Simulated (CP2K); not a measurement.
Two runs for the C K edge of trifluoroacetonitrile. Run A: CP2K XAS_TDP, all-electron GAPW, PBEh(45%), aug-cc-pVDZ, TDA, no relativity. Run B differs in one setting.

First lines with a strength over 0.0015. A:

```
                    atom  energy (eV)  states  strength, one atom
  C2 (bonded to C and N)       282.14       1              0.0484
                               282.16       1              0.0486
                               285.90       1              0.0053
                               287.88       1              0.0057
                               288.15       1              0.0082
C3 (bonded to C and 3 F)       289.80       1              0.0526
                               289.82       1              0.0525
                               291.79       1              0.0731
                               293.52       1              0.0056
                               294.35       1              0.0540
```

B:

```csv
atom,energy (eV),states,"strength, one atom"
C2 (bonded to C and N),288.92,1,0.0472
,288.94,1,0.0475
,292.68,1,0.0052
,294.66,1,0.0055
,294.93,1,0.0080
C3 (bonded to C and 3 F),296.78,1,0.0514
,296.79,1,0.0513
,298.76,1,0.0714
,300.50,1,0.0055
,301.32,1,0.0528
```

**Question.** Which was it: GW2X switched on, the basis, scalar relativity switched on, the functional?

GW2X switched on. GW2X shifts an atom's lines together and keeps their spacings. Against PBEh(45%) in aug-cc-pVDZ, the leading lines move by +6.78 eV (C2, to 288.92) and +6.98 eV (C3, to 296.78).

[Banner, clock and machine lines of the logs are left out without a mark of their own.]

[Logs are printed without paths, hosts, clocks, repeated set-up lines and the standing remarks that a program may print on its own settings, such as how far it seeks lower states.]

[Hosts, paths, dates, database ids (printed as entryN), source tags and the programs' standing remarks are cut or masked in the printed files.]
